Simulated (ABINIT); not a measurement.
Planning a run of ABINIT 10.8.3 on CdSe (F-43m). The input:

```
acell 3*1.0 Angstrom
rprim 
  -0.000000000000 3.070271198600 3.070271198600
  3.070271198600 -0.000000000000 3.070271198600
  3.070271198600 3.070271198600 0.000000000000
ntypat 2
znucl 48 34
natom 2
typat 1 2
xred 
  0.000000000000 0.000000000000 0.000000000000
  0.750000000000 0.750000000000 0.750000000000
pp_dirpath "pseudos"
pseudos "Cd.upf, Se.upf"
ecut 47
ngkpt 4 4 4
nshiftk 1
shiftk 0 0 0
kptopt 1
chksymbreak 0
istwfk *1
occopt 1
irdwfk 1
optdriver 3
nband 85
ecuteps 4.8
inclvkb 2
awtr 1
symchi 1
indata_prefix "in"
outdata_prefix "out"
tmpdata_prefix "tmp"
```

```sh
OMP_NUM_THREADS=1 mpirun -n 8 abinit run.abi > log
```

Question: Estimate wall time and host memory on 8 MPI ranks of AMD EPYC 7R43, shared host.

It took 27 s; on shared hardware allow 13 s to 53 s. Peak host memory was 2.2 GiB.

[Long decimals in the printed logs are rounded to 6 places.]

[Logs are printed without paths, hosts, clocks, repeated set-up lines and the standing remarks that a program may print on its own settings, such as how far it seeks lower states.]

[Paths, hosts, dates, memory and timing lines, banners, echoed tables and standing remarks are left out of the program output; an Ansatz launch command may be rebuilt from the run's recorded settings. Measured values are a selection of at most five: reports struck by readers or far from the other reports are left out. None is set beside runs whose start may be inverted or whose files or cutoffs have a known fault.]

[Runs of the session that timed out or met a known fault of the program may be left out.]

[Hosts, paths, dates, database ids (printed as entryN), source tags and the programs' standing remarks are cut or masked in the printed files.]

[G0W0 gaps are taken among the corrected bands and points alone; a level outside them can change the order at an edge.]

[Where Ansatz stands beside ABINIT at settings called matched, ABINIT's density can come from a denser mesh and the files from another edition; pairs whose starting gaps differed by over 0.03 eV were left out, so agreement reads better than it is.]
